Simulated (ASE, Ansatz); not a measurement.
# Generalised stacking fault on (110) of a LiCl-LiBr solid solution (56 atoms): a single point

What does DFT give for generalised stacking fault on (110) of a LiCl-LiBr solid solution (56 atoms) as built?

Program: Ansatz 0.2.0. Level of theory: Kohn-Sham DFT, PBE, PAW (set soft_2), plane waves. Results are calculated unless marked as measured.

### Step 1. Set-up

The cell holds 56 atoms: 28 Li, 10 Br and 18 Cl. Cell: a = 7.448 Å, b = 5.266 Å, c = 26.296 Å, α = 90.0°, β = 87.3°, γ = 90.0°. It derives from LiCl and LiBr. Rock-salt LiCl lattice (a = 5.2663 Å, the value set for the mixture), cell with z along [110], 2 x 1 x 7 periods; the third cell vector is tilted by 0.333 of 1/2[1-10] and lengthened by 0.2 Å, so the cell holds one fault; displaced by a Gaussian of 0.01 Å; 10 of 28 Cl sites given to Br at random (lattice constant by Vegard's rule between LiCl and LiBr).

What the set-up can't give: The cell is under 6 Å thick along one periodic direction, so every atom has periodic images of itself close by, which move with it and show among its neighbours and in g(r). The host structure and its lattice constant were typed by rule, without a check against the phase diagram.

### Step 2. Plane-wave single point

The electrons are solved once, with the atoms held.

input.yaml reads:

```yaml
crystal:
  lattice:
    - [7.44767, 0.0, 0.0]
    - [0.0, 5.2663, 0.0]
    - [1.2413, 0.0, 26.26686]
  atoms:
    - { symbol: Li, position: [0.83646, 0.00218, 0.992] }
    - { symbol: Br, position: [0.73805, 0.0014, 0.07085] }
    - { symbol: Li, position: [0.97678, 0.99891, 0.14148] }
    - { symbol: Cl, position: [0.71346, 0.00223, 0.21221] }
    - { symbol: Li, position: [0.95372, 0.00101, 0.28303] }
    - { symbol: Cl, position: [0.69015, 0.00063, 0.35393] }
    - { symbol: Li, position: [0.92776, 0.00064, 0.42515] }
    - { symbol: Cl, position: [0.66729, 0.00185, 0.49638] }
    - { symbol: Li, position: [0.90754, 0.00041, 0.56668] }
    - { symbol: Cl, position: [0.64482, 0.00094, 0.63754] }
    - { symbol: Li, position: [0.88325, 0.00077, 0.70841] }
    - { symbol: Cl, position: [0.62026, 0.99799, 0.77951] }
    - { symbol: Li, position: [0.85763, 0.9998, 0.85007] }
    - { symbol: Cl, position: [0.59641, 0.00101, 0.92026] }
    - { symbol: Li, position: [0.33633, 0.00418, 0.99257] }
    - { symbol: Br, position: [0.23912, 0.00428, 0.07067] }
    - { symbol: Li, position: [0.47531, 0.00107, 0.14098] }
    - { symbol: Cl, position: [0.21292, 0.00244, 0.2126] }
    - { symbol: Li, position: [0.452, 0.00086, 0.28323] }
    - { symbol: Br, position: [0.18992, 0.99656, 0.35332] }
    - { symbol: Li, position: [0.42786, 0.00205, 0.42486] }
    - { symbol: Cl, position: [0.16896, 0.99816, 0.49573] }
    - { symbol: Li, position: [0.4059, 0.00032, 0.5666] }
    - { symbol: Cl, position: [0.14589, 0.00087, 0.63782] }
    - { symbol: Li, position: [0.3832, 0.99943, 0.70851] }
    - { symbol: Cl, position: [0.12019, 0.99911, 0.77891] }
    - { symbol: Li, position: [0.35414, 0.99848, 0.84995] }
    - { symbol: Cl, position: [0.0962, 0.99613, 0.92143] }
    - { symbol: Li, position: [0.2411, 0.5052, 0.07052] }
    - { symbol: Cl, position: [0.97932, 0.4995, 0.14101] }
    - { symbol: Li, position: [0.21506, 0.5011, 0.2122] }
    - { symbol: Cl, position: [0.95284, 0.50118, 0.28328] }
    - { symbol: Li, position: [0.18971, 0.49792, 0.35374] }
    - { symbol: Br, position: [0.92646, 0.49807, 0.42484] }
    - { symbol: Li, position: [0.16928, 0.49838, 0.49532] }
    - { symbol: Cl, position: [0.90523, 0.49676, 0.56652] }
    - { symbol: Li, position: [0.147, 0.49957, 0.63784] }
    - { symbol: Cl, position: [0.88054, 0.50368, 0.70815] }
    - { symbol: Li, position: [0.1202, 0.50033, 0.77933] }
    - { symbol: Cl, position: [0.85921, 0.49983, 0.85063] }
    - { symbol: Li, position: [0.09486, 0.50126, 0.92124] }
    - { symbol: Cl, position: [0.83625, 0.50093, 0.99157] }
    - { symbol: Li, position: [0.73935, 0.50282, 0.07082] }
    - { symbol: Br, position: [0.47557, 0.50002, 0.14193] }
    - { symbol: Li, position: [0.7146, 0.49862, 0.21185] }
    - { symbol: Br, position: [0.45304, 0.50284, 0.28276] }
    - { symbol: Li, position: [0.69217, 0.49897, 0.3542] }
    - { symbol: Br, position: [0.42733, 0.50279, 0.42484] }
    - { symbol: Li, position: [0.66804, 0.49823, 0.49621] }
    - { symbol: Cl, position: [0.40426, 0.49874, 0.56729] }
    - { symbol: Li, position: [0.64371, 0.49871, 0.6377] }
    - { symbol: Br, position: [0.38174, 0.49958, 0.70849] }
    - { symbol: Li, position: [0.61995, 0.50001, 0.77954] }
    - { symbol: Br, position: [0.35606, 0.50152, 0.85002] }
    - { symbol: Li, position: [0.59543, 0.49745, 0.92088] }
    - { symbol: Br, position: [0.33377, 0.50399, 0.99235] }
kpoints:
  mp_grid: { grid: [2, 3, 1] }
hamiltonian:
  xc: pbe
scf:
  occupations: { method: gaussian, width: 0.025 }
output:
  forces: true
  stress: true
  populations: true
  dos:
    method: { smearing: { sigma: 0.08 } }
    de: 0.1
    projected: { site_lists: { Br: [Br], Cl: [Cl], Li: [Li] } }
  eigenvalues: true
  write_density: true
  write_potential: true
  volumetric_format: npy
```

The run is started by

```bash
ansatz run input.yaml --threads 8 --pin off --max-ram 15872MiB --backend cpu --events-out ev --progress --plain --runs-dir out
```

Numbers of over 12 decimals in the logs are rounded to 6 here.

Log:

```text
Engine: ansatz 0.2.0, aarch64-unknown-linux-gnu
Pseudopotentials: kind: paw
Pseudopotential: Li, paw, valence charge 3, recommended cutoff 420 eV (normal), Li.paw.azcp
Pseudopotential: Br, paw, valence charge 7, recommended cutoff 420 eV (normal), Br.paw.azcp
Pseudopotential: Cl, paw, valence charge 7, recommended cutoff 420 eV (normal), Cl.paw.azcp
[... 5 lines on functional and potentials left out ...]
Crystal: 56 atoms, lattice volume = 1030.230 Å³
Basis set: ecut = 420 eV, 20191 PW (Γ), exchange–correlation on 100×72×360 points (8 copies of the dense FFT grid, shifted against one another)
Bands: 196, of which v1, the nominal top of the filled ones, is band 140 counted from 1 (139 counted from 0)
Symmetry: 1 space group operations
Space group: P1 (ITA 1), of the structure as read, at distance tolerance 1.0e-4 Å
k-points: 4 of 6 (time reversal used)
[... 7 lines on functional and potentials left out ...]
Initial density: superposition of atomic densities (neutral atoms: chi_scale 0, normalization atom), corrected by the library's trained network
Initial wavefunctions: pseudopotential atomic-orbital guess
Functional: x = pbe(κ = 0.804, μ = 0.219515), c = pbe(β = 0.066725)
SCF iter   1: F=—  HF=-53088.594712 eV  |F-HF|=—  |Δ(HF+E_count)|=         —  Δρ=3.70e-4  dr2=7.40e-3  ethr=1.77e-3  ⟨swp⟩=8.8  Hψ=3881  notcnv=0  defer=123
preconditioner: auto → Resta (q_TF=auto, 2.196 Å⁻¹)  ε∞=2.9  [insulator: Δε(μ)=5.322 eV  Ē_g=12.505 eV  σ=0.025 eV  W_gap=1.00  n_scr=186 (ndim 8)  ℏωp=17.3 eV  f_vac=0.000  D(μ)=0.00/eV (n_scr^D=0)  ε∞_Penn≈2.9]
SCF iter   2: F=—  HF=-53088.590851 eV  |F-HF|=—  |Δ(HF+E_count)|=   3.86e-3  Δρ=2.37e-4  dr2=2.72e-3  ethr=2.64e-6  ⟨swp⟩=4.0  Hψ=1816  notcnv=0  defer=177
SCF iter   3: F=—  HF=-53088.589918 eV  |F-HF|=—  |Δ(HF+E_count)|=   9.34e-4  Δρ=1.13e-4  dr2=3.74e-4  ethr=9.73e-7  ⟨swp⟩=2.2  Hψ=954  notcnv=0  defer=177
SCF iter   4: F=—  HF=-53088.589833 eV  |F-HF|=—  |Δ(HF+E_count)|=   8.46e-5  Δρ=5.23e-5  dr2=7.95e-5  ethr=1.34e-7  ⟨swp⟩=2.0  Hψ=795  notcnv=0  defer=177
SCF iter   5: F=—  HF=-53088.589241 eV  |F-HF|=—  |Δ(HF+E_count)|=   5.92e-4  Δρ=1.38e-5  dr2=4.41e-6  ethr=2.84e-8  ⟨swp⟩=2.0  Hψ=1344  notcnv=0  defer=198
SCF iter   6: F=—  HF=-53088.589241 eV  |F-HF|=—  |Δ(HF+E_count)|=   9.39e-8  Δρ=4.12e-6  dr2=3.09e-7  ethr=1.58e-9  ⟨swp⟩=2.0  Hψ=922  notcnv=0  defer=198
SCF iter   7: F=-53088.589241 eV  HF=-53088.589241 eV  |F-HF|=1.75e-8  |Δ(HF+E_count)|=   4.76e-8  Δρ=1.23e-6  dr2=3.18e-8  ethr=3.57e-11  ⟨swp⟩=28.5  Hψ=8488  notcnv=0
SCF 1 converged in 7 iterations: F = -53088.589241 eV  dr2 = 3.18e-8
  greatest PAW one-centre occupation: 1.000 electrons in one spin orbital (limit 2), on the Li atom at site 28 (counted from 0), in its partial waves of l = 0
SCF converged after 7 iterations
Free energy (F): -53088.589241 eV
Harris-Foulkes:  -53088.589241 eV  (|F-HF|=1.75e-8)
Internal energy: -53088.589241 eV  (E = F + TS)
E sigma→0 (E₀):  -53088.589241 eV
Fermi energy:    4.797069 eV
--- Per-component energies (eV) ---
  E_band       = -2896.684455
  E_kinetic    = 4870.539865
  E_local      = -9194.202377  (includes V_loc(G=0)·N_el)
  E_nonlocal   = 288.619170
  E_hartree    = 2603.940339
  E_xc         = -4898.502675
  E_vxc        = -3651.353955  (∫ρ·V_xc dr)
  E_paw        = -34923.478749  (= ΣΔE_a)
  E_vpaw       = -418.172025  (= ΣTr[D̂ρ^β])
  E_aug_tail   = 0.002054  (compensation charges beyond the density's cutoff)
  E_ewald      = -11835.506868
  E_smearing   = -0.000000  (= −TS)
  E_closure    = -0.000000  (closes the sum)
  Σ components = -53088.589241   (vs F -53088.589241, Δ=0.00e0)
--- Forces (eV/Å), atoms counted from 1 ---
  atom   1  Li     0.37996865    -0.00125913    -1.55805250
  atom   2  Br    -0.48337955    -0.01025072     1.35983748
  atom   3  Li    -0.00584619     0.00751332     0.18540057
  atom   4  Cl     0.08191533    -0.01452142     0.02028825
  atom   5  Li    -0.14652327    -0.00044777    -0.14388275
  atom   6  Cl     0.02481498     0.00774914    -0.00818892
  atom   7  Li    -0.11907634    -0.01883903     0.11152770
  atom   8  Cl    -0.00410838    -0.02836499     0.02902966
  atom   9  Li    -0.01305938     0.00018453     0.01368007
  atom  10  Cl     0.02698169    -0.01293514    -0.02112277
  atom  11  Li    -0.01291340    -0.00487462    -0.01174504
  atom  12  Cl     0.05856152     0.03283854    -0.00421896
  atom  13  Li    -0.00823290    -0.00189515     0.00694236
  atom  14  Cl     0.05081376     0.01019634     0.13918921
[...]
atom  55  Li     0.25425302     0.00743486     0.06857455
  atom  56  Br     0.64927877    -0.03271261    -1.74676065
  max |Σ_I F_I| component: 1.57e-4 eV/Å
--- Stress (GPa, compression-positive) ---
        0.767299      -0.003425      -0.550472
       -0.003425       0.663158       0.001106
       -0.550471       0.001106       1.790977
  P = ⅓ Tr σ = 1.0738 GPa (10.738 kbar)
--- Band table (eV) ---
  k-point 0: bands = ["-42.1274", "-42.1191", "-42.1120", "-42.1116", [... 180 levels ...], "10.9592", "11.1968", "11.2164", "11.2338", "11.2575", "11.3021", "11.3214", "11.3867", "11.4196", "11.4502", "11.5106", "11.5241"]
[...]
--- Löwdin populations: 56 sites ---
  site symbol       q [e]
     0     Li      2.3241
     1     Br      7.5587
     2     Li      2.3401
[...]
55     Br      7.5589
  spilling = 0.006220 (of n_electrons = 280.000000)
```

Wall time 24 s (8 threads of Arm Neoverse V2, shared host); peak memory 3 GiB; 3.1 min of CPU time.

Numbers from this run:

| Item | Value |
| --- | --- |
| free energy | -53088.5892 eV |
| free energy per atom | -948.0105 eV/atom |
| SCF cycles | 7 |
| pressure | 1.074 GPa |
| r.m.s. force component | 0.3402 eV/Å |
| longest force | 1.864 eV/Å |
| Fermi energy | 4.797 eV |
| gap (highest filled to lowest empty level) | 5.397 eV |
| spilling of the projection | 0.00622 |

Neighbours are counted within 3.06 Å (Li-Cl), 3.02 Å (Li-Br).

Length of the force by element and coordination:

```csv
element,coordination,atoms,mean length of the force (eV/Å),spread,least,most
Br,all,10,0.564,0.749,0.0235,1.86
Br,5,3,1.70,0.182,1.44,1.86
Br,6,7,0.0787,0.0343,0.0235,0.138
Cl,all,18,0.117,0.199,0.0273,0.930
Cl,5,1,0.930,0,0.930,0.930
Cl,6,17,0.0691,0.031,0.0273,0.148
Li,all,28,0.346,0.476,0.0109,1.74
Li,5,4,1.40,0.478,0.581,1.74
Li,6,24,0.169,0.0931,0.0109,0.277
```

Löwdin charges by element and coordination (they lack the spilled electrons, 0.031 e an atom on average):

```
element  coordination  atoms  mean charge (e)  spread   least    most
     Br           all     10           -0.548  0.0078  -0.562  -0.541
     Br             5      3           -0.560  0.0015  -0.562  -0.559
     Br             6      7           -0.543  0.0015  -0.546  -0.541
     Cl           all     18           -0.629  0.0035  -0.642  -0.626
     Cl             5      1           -0.642       0  -0.642  -0.642
     Cl             6     17           -0.628  0.0017  -0.632  -0.626
     Li           all     28            0.662  0.0141   0.628   0.686
     Li             5      4            0.659  0.0117   0.644   0.676
     Li             6     24            0.663  0.0144   0.628   0.686
```

States in the cell by windows of 1 eV, zero at the Fermi level; the larger projections on atomic orbitals stand beside the total:

```csv
from (eV),to (eV),total,Cl p,Br p,Li s
-10,-7,0.0,0.0,0.0,0.0
-7,-6,0.1,0.1,0.1,0.0
-6,-5,46.2,26.7,15.2,3.6
-5,-4,53.5,36.9,14.1,1.4
-4,-3,64.5,38.9,24.7,0.2
-3,-2,3.6,0.7,2.9,0.0
-2,2,0.0,0.0,0.0,0.0
2,3,0.4,0.0,0.0,0.2
3,4,12.7,0.4,0.3,4.5
4,5,35.4,0.8,0.5,12.8
```

The curve was stored every 0.100 eV, coarse against its broadening of 0.08 eV, so these counts are rough.

Between -26 and -10 eV lie 56 more states.

About 56 of the 280 electrons lie in deeper levels, below the stored range.

The levels nearest the highest filled one (over half full), pooled over k-points and spins:

| level less the highest filled one (eV) | occupation |
| --- | --- |
| -0.219 | 2 |
| -0.189 | 2 |
| -0.164 | 2 |
| -0.155 | 2 |
| -0.124 | 2 |
| 0 | 2 |
| 5.40 | 0 |
| 5.81 | 0 |
| 5.87 | 0 |
| 6.02 | 0 |
| 6.16 | 0 |
| 6.2 | 0 |

Valence density in the ca plane at fractional y = 0.000, with atoms of Li and Br and Cl within 0.2 Å of it. It is the smooth field of the valence electrons, not physical close to the nuclei.

Values in e/Å³, 11 rows by 16 columns, each cell a mean:
```
0.1 0.1 0.1 2.4 0.8 0.1 0.1 4.0 0.2 0.1 0.4 3.8 0.1 0.1 1.3 1.9
1.4 0.7 0.6 0.1 0.1 0.5 0.2 0.2 0.1 0.3 0.1 0.8 0.1 0.2 0.7 1.2
0.5 0.9 0.8 0.2 0.4 1.3 0.9 0.1 0.6 1.4 0.4 0.1 0.7 1.1 0.2 0.1
0.1 0.9 0.9 0.1 0.3 1.3 0.9 0.1 0.8 1.2 0.6 0.1 1.1 1.1 0.3 0.2
0.0 0.3 0.3 0.2 0.1 0.5 0.3 0.1 0.3 0.9 0.3 0.1 0.7 1.1 0.2 0.1
0.0 0.1 0.1 3.2 0.9 0.1 0.1 3.1 0.1 0.1 0.2 1.6 0.1 0.2 0.4 0.4
0.6 0.3 0.3 0.6 0.2 0.2 0.1 1.8 0.1 0.1 0.3 3.0 0.1 0.1 1.7 2.5
1.3 0.9 0.8 0.1 0.2 1.2 0.6 0.1 0.4 0.8 0.2 0.1 0.3 0.5 0.1 0.2
0.2 0.8 0.8 0.2 0.4 1.1 1.0 0.1 0.7 0.7 0.5 0.1 1.1 1.2 0.2 0.1
0.1 0.6 0.6 0.1 0.2 1.2 0.6 0.1 0.6 1.0 0.5 0.1 1.0 1.3 0.2 0.2
0.0 0.1 0.1 1.5 0.5 0.2 0.1 0.7 0.2 0.4 0.2 0.1 0.3 0.5 0.1 0.1
```
Columns run along c (16.0 Å, from fractional 0.00 to 0.61 of the cell), rows up along a (7.4 Å). Atoms in or near the plane, at fractional coordinates: Br at (0.07, 0.74), Li at (0.14, 0.98), Cl at (0.21, 0.71), Li at (0.28, 0.95), Cl at (0.35, 0.69), Li at (0.43, 0.93), Cl at (0.50, 0.67), Li at (0.57, 0.91), Br at (0.07, 0.24), Li at (0.14, 0.48), Cl at (0.21, 0.21), Li at (0.28, 0.45), Br at (0.35, 0.19), Li at (0.42, 0.43) and more.

Electrostatic potential energy in the ca plane at fractional y = 0.000, with atoms of Li and Br and Cl within 0.2 Å of it. With pseudopotentials it is smooth inside the atoms' cores, unlike the true potential.

Ten even steps from '0' (-54 eV) to '9' (8 eV), each cell a mean:
```
99999999853489999985337999999744699999986568
78999999976689999996457999999743689999974358
47987789998999999998789999999866799999986468
47861027999998756899999987899998999999998889
78830004999997312699999853369999998557999999
99830004899996100489999730038999995113799999
99972027999997312599999830038999984101699999
99998789999999766899999963369999996213799999
99999999987899999999889998899999998767999999
99999999854589999997568999999877899999998899
99999999853589999985337999999744699999986568
78999999875689999996447999999743689999974358
47987689998999999998778999999866799999985468
47851027999999756899999986789998999999998789
78830004999997312699999830148999998557999999
99830004999996200489999600017999995113799999
99972027999997312599999610017999984001699999
99998789999999766899999841148999996213799999
99999999987899999999889987789999998767999999
99999999854589999997568999999877899999998899
```
Columns run along c (16.0 Å, from fractional 0.00 to 0.61 of the cell; values clipped at the 3rd and 97th percentile), rows up along a (7.4 Å). Atoms in or near the plane, at fractional coordinates: Br at (0.07, 0.74), Li at (0.14, 0.98), Cl at (0.21, 0.71), Li at (0.28, 0.95), Cl at (0.35, 0.69), Li at (0.43, 0.93), Cl at (0.50, 0.67), Li at (0.57, 0.91), Br at (0.07, 0.24), Li at (0.14, 0.48), Cl at (0.21, 0.21), Li at (0.28, 0.45), Br at (0.35, 0.19), Li at (0.42, 0.43) and more.

Mean Löwdin charges: Br -0.55, Cl -0.63, Li +0.66 e (they miss 0.62 % of the electrons, so they add up to more than the cell's charge).

### Step 3. Distances and neighbours

Bonds and neighbours are counted at the geometry of the runs.

Density 2.63 g/cm³, 18.40 Å³ an atom.

g(r), total and by pair (bins of 0.2 Å):

```csv
r (Å),total,Li-Li,Li-Cl,Li-Br,Cl-Cl,Cl-Br,Br-Br
2.10,0.23,0.00,0.17,0.96,0.00,0.00,0.00
2.30,0.00,0.00,0.00,0.00,0.00,0.00,0.00
2.50,0.00,0.00,0.00,0.00,0.00,0.00,0.00
2.70,6.05,0.00,12.45,11.45,0.00,0.00,0.00
2.90,0.00,0.00,0.00,0.00,0.00,0.00,0.00
3.10,0.00,0.00,0.00,0.00,0.00,0.00,0.00
3.30,0.09,0.18,0.00,0.00,0.00,0.00,1.44
3.50,0.09,0.18,0.00,0.00,0.00,0.39,0.00
3.70,5.95,11.76,0.06,0.32,12.80,11.18,10.66
3.90,0.00,0.00,0.00,0.00,0.00,0.00,0.00
4.10,0.12,0.25,0.00,0.00,0.15,0.27,0.48
4.30,0.00,0.00,0.00,0.00,0.00,0.00,0.00
4.50,2.71,0.20,5.30,5.05,0.00,0.22,0.79
4.70,0.11,0.20,0.00,0.06,0.00,0.42,0.00
4.90,0.21,0.00,0.31,0.62,0.00,0.00,0.00
5.10,0.00,0.00,0.00,0.00,0.00,0.00,0.00
5.30,1.58,2.86,0.23,0.41,3.27,2.29,3.54
5.50,0.07,0.14,0.00,0.00,0.00,0.15,0.55
5.70,0.07,0.00,0.05,0.27,0.00,0.00,0.00
5.90,4.56,0.00,9.48,8.50,0.00,0.00,0.00
6.10,0.00,0.00,0.00,0.00,0.00,0.00,0.00
6.30,0.17,0.36,0.00,0.00,0.19,0.45,0.40
6.50,3.88,7.50,0.17,0.38,7.85,7.55,6.30
6.70,0.09,0.19,0.00,0.00,0.11,0.20,0.37
6.90,0.11,0.04,0.14,0.25,0.00,0.05,0.00
7.10,0.26,0.38,0.05,0.26,0.20,0.59,0.33
7.30,0.10,0.08,0.11,0.14,0.05,0.08,0.15
7.50,1.37,2.74,0.00,0.00,2.93,2.62,2.67
```

Bonds by pair of elements; cutoffs follow the first minimum of g(r), held within bounds set by covalent radii, and pairs that aren't listed don't count as bonded:

```
pair A-B  cutoff (Å)  bonds  mean length (Å)  spread (Å)  shortest (Å)  B about A  A about B
   Li-Cl        3.06    107             2.63       0.046          2.17       3.82       5.94
   Li-Br        3.02     57             2.61       0.108          2.14       2.04        5.7
```

How many atoms have how many bonded neighbours:

| element | mean | 5 | 6 |
| --- | --- | --- | --- |
| Br | 5.7 | 3 | 7 |
| Cl | 5.94 | 1 | 17 |
| Li | 5.86 | 4 | 24 |

Bond angles (no mean is given where the spread exceeds 20°):

```
   angle  count  mean (°)  spread (°)
Li-Cl-Li    265         -           -
Cl-Li-Cl    177         -           -
Br-Li-Cl    172         -           -
Li-Br-Li    135         -           -
Br-Li-Br     51         -           -
```

Bond length by coordination (bonds to H left out):

```csv
element,coordination,atoms,mean bond length (Å)
Br,5,3,2.54
Br,6,7,2.63
Cl,5,1,2.54
Cl,6,17,2.63
Li,5,4,2.54
Li,6,24,2.63
```

With the cutoffs above, 70 % of Br atoms have 6, 94 % of Cl atoms have 6 and 86 % of Li atoms have 6 bonded neighbours.

Local excerpt of 16 atoms (numbers count through the whole input) about Li29, which has 5 bonded neighbours where the commonest count for Li is 6; x, y, z are measured from there.

```csv
atom,x,y,z,distance (Å),bonds,Löwdin charge (e),Fx,Fy,Fz (eV/Å)
Li29,0.00,0.00,0.00,0.00,5,0.64,-0.55,-0.01,1.60
Br56,0.59,-0.01,-2.05,2.14,5,-0.56,0.65,-0.03,-1.75
Br44,1.83,-0.03,1.88,2.62,6,-0.54,0.04,0.04,-0.12
Cl30,-1.86,-0.03,1.85,2.63,6,-0.63,-0.05,0.04,-0.02
Br16,-0.01,2.63,0.00,2.63,5,-0.56,-0.68,-0.03,1.65
Br16,-0.01,-2.64,0.00,2.64,5,-0.56,-0.68,-0.03,1.65
Li15,0.61,2.63,-2.05,3.39,5,0.65,0.42,-0.01,-1.69
Li15,0.61,-2.64,-2.05,3.40,5,0.65,0.42,-0.01,-1.69
Li17,1.83,2.61,1.85,3.69,6,0.64,0.00,0.00,0.20
Li3,-1.88,2.60,1.86,3.71,6,0.66,-0.01,0.01,0.19
Li43,3.71,-0.01,0.01,3.71,5,0.66,0.00,-0.01,0.58
Li17,1.83,-2.65,1.85,3.72,6,0.64,0.00,0.00,0.20
Li31,-0.02,-0.02,3.72,3.72,6,0.66,-0.27,0.00,0.02
Li43,-3.74,-0.01,0.01,3.74,5,0.66,0.00,-0.01,0.58
Cl42,-3.11,-0.02,-2.07,3.74,5,-0.64,0.24,-0.02,-0.90
Li3,-1.88,-2.67,1.86,3.76,6,0.66,-0.01,0.01,0.19
```

The column of bonds counts only the pairs Li-Cl within 3.06 Å, Li-Br within 3.02 Å; other neighbours, such as metal atoms beside each other in a compound, aren't counted, and periodic images can show an atom twice.

### Step 4. Summary of results

| Item | Value |
| --- | --- |
| free energy per atom | -948.0105 eV/atom |
| density | 2.63 g/cm³ |
| pressure | 1.074 GPa |
| r.m.s. force component | 0.3402 eV/Å |
| gap (highest filled to lowest empty level) | 5.397 eV |
| wall time of the 1 DFT run | 24 s |

In words: Between filled and empty levels lie 5.40 eV on the run's k-points; the mesh holds the band edges only if they fold onto it, so the gap at this level can be narrower or closed, while semilocal functionals tend to narrow gaps against experiment. With the cutoffs above, 70 % of Br atoms have 6, 94 % of Cl atoms have 6 and 86 % of Li atoms have 6 bonded neighbours.

Caveats: The geometry was built by rule, was displaced at random and isn't relaxed at this level: its force components are 0.34 eV/Å r.m.s.

[Logs are printed without paths, hosts, clocks, repeated set-up lines and the standing remarks that a program may print on its own settings, such as how far it seeks lower states.]

[Hosts, paths, dates, database ids (printed as entryN), source tags and the programs' standing remarks are cut or masked in the printed files.]
